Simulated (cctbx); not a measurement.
## Diagnosing a refinement

Cell a = 5.8240 Å, b = 5.8240 Å, c = 8.7000 Å, α = 90.00°, β = 90.00°, γ = 120.00°; space group P6/mmm (no. 191).

The data are simulated with cctbx, not measured: synchrotron X-rays, λ = 0.4959 Å, to d = 0.7 Å, 70 % of the full sphere, strongest reflection 70000 counts, noise from counting, a 1.5 % proportional error and a noise floor of 8 counts (s.d.); no absorption, and some extinction, which the refinements don't model.

An anisotropic refinement with weights 1/σ² prints:

```text
Rint 0.017, 199 unique reflections to 0.70 A
cycle     R1     wR2    GooF  max shift (A)
   1  0.3363  0.6489  65.237   0.04175
   3  0.1335  0.3489  35.071   0.00000
final R1 0.1335 wR2 0.3489 GooF 35.071  parameters 15  data/parameter 13.3
atom        x        y        z      Ueq    occ   su(xyz)  su(Uiso or U11)
Rh1    0.00000  0.50000  0.16167   0.0022  1.000  0.00042  0.0019
Mn1    0.00000  0.00000  0.29554  -0.0194  1.000  0.00085  0.0017  NPD
Y1     0.00000  0.50000  0.50000   0.0302  1.000  0.00000  0.0050
C1     0.66667  0.33333  0.32372  -0.0012  1.000  0.00588  0.0119  NPD
C2     0.33333  0.66667  0.00000   0.0024  1.000  0.00000  0.0162  NPD
difference map: max 28.87 min -11.16 rms 1.86
Q1    0.0000  0.0000  0.2989    2   28.90  0.03 A from Mn1
Q2    0.0000  0.5000  0.1715    6    9.96  0.09 A from Rh1
Q3    0.3333  0.6667  0.4411    4    2.71  1.02 A from C1
Q4    0.1095  0.4088  0.5000   12    1.99  1.01 A from Y1
Q5    0.1657  0.3315  0.4474   12    1.83  1.75 A from Y1
Q6    0.2460  0.4920  0.4137   12    1.79  1.18 A from C1
```

Q: Accept it or mend it, and why?

Mend it. The fault: elements exchanged: Y1 is Mn and Mn1 is Y. Against the right model at the same level, R1 goes from 0.0058 to 0.1335 and GooF from 1.13 to 35.07, U of Mn1 shrinks from 0.0049 to -0.0194 Å², U of Y1 swells from 0.0054 to 0.0302 Å², the top difference peak, 28.9 e/Å³, lies on Mn1 and Mn1, C1 and C2 go non-positive-definite. Y1 has 14 electrons too many and its U swells to shed them, as expected; Mn1 has 14 electrons too few and its U shrinks to make up, as expected.

The compound is Y2Mn3Rh6C6. The right model at the same level gives:

```text
Rint 0.017, 199 unique reflections to 0.70 A
cycle     R1     wR2    GooF  max shift (A)
   1  0.0068  0.0133   1.339   0.00015
   2  0.0058  0.0113   1.131   0.00000
final R1 0.0058 wR2 0.0113 GooF 1.131  parameters 15  data/parameter 13.3
atom        x        y        z      Ueq    occ   su(xyz)  su(Uiso or U11)
Rh1    0.00000  0.50000  0.16200   0.0037  1.000  0.00001  0.0001
Y1     0.00000  0.00000  0.29578   0.0049  1.000  0.00002  0.0001
Mn1    0.00000  0.50000  0.50000   0.0054  1.000  0.00000  0.0001
C1     0.66667  0.33333  0.32853   0.0057  1.000  0.00019  0.0005
C2     0.33333  0.66667  0.00000   0.0078  1.000  0.00000  0.0006
difference map: max 0.31 min -0.96 rms 0.10
Q1    0.3333  0.6667  0.0935    4    0.32  0.81 A from C2
Q2    0.2292  0.4584  0.1345   12    0.28  1.49 A from Rh1
Q3    0.2323  0.4646  0.4177   12    0.26  1.28 A from C1
Q4    0.0000  0.2514  0.0000    6    0.25  2.02 A from Rh1
Q5    0.3333  0.6667  0.4356    4    0.25  0.93 A from C1
Q6    0.0000  0.2011  0.2709   12    0.24  1.19 A from Y1
```

Isotropic U is held between 0.0001 and 1 Å² by the program, and listed peak heights are interpolated, so they can pass the grid's maximum.

This is a model crystal, built by substitution and not relaxed, with assumed displacement parameters.

[Middle refinement cycles are left out of these outputs.]

[Logs are printed without paths, hosts, clocks, repeated set-up lines and the standing remarks that a program may print on its own settings, such as how far it seeks lower states.]
